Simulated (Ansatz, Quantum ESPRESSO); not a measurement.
# C(111), Cl on both faces, 5 bilayers against a metal electrode: the electrode's level over the Fermi level at a withheld member of a series

How the rows were computed: Quantum ESPRESSO 7.5, PBE, GBRV ultrasoft. The slab is relaxed neutral, then held. ESM with bc3: vacuum below and a metal electrode about 6 Å above the top atoms. Fermi-Dirac smearing of 0.004 Ry and a dense mesh. Charges are set per cell from the starting area. The slabs take the lattice constants of the bulk relaxed by the same program. The series steps the charge of the slab (positive: electrons removed).

```tsv
charge of the slab	electrode's level over the Fermi level (eV)
1 ×10¹³ e/cm²	3.008
2 ×10¹³ e/cm²	3.810
3 ×10¹³ e/cm²	4.647
6 ×10¹³ e/cm²	7.294
7 ×10¹³ e/cm²	8.205
8 ×10¹³ e/cm²	9.124
```

To predict: What is the electrode's level over the Fermi level at 4.5 ×10¹³ e/cm²?

By hand: The rows at 3 ×10¹³ e/cm² and 6 ×10¹³ e/cm² give a slope of (7.294 − (4.647))/(6 − (3)) = 0.8823, so a straight line gives 5.970 eV. A parabola through these and the row at 2 ×10¹³ e/cm² gives 5.945 eV.

**Check.** 5.950 eV. The line misses by +0.020 and the parabola by −0.005 eV. Both misses are under 5 % of the step from the nearer row.

**Limits.** Vacuum fills the gap; ions don't answer the charge; added electrons can spill towards the electrode at the most negative charges. Members without a usable value, or on the other side of zero field or charge, are not listed.

[Logs are printed without paths, hosts, clocks, repeated set-up lines and the standing remarks that a program may print on its own settings, such as how far it seeks lower states.]
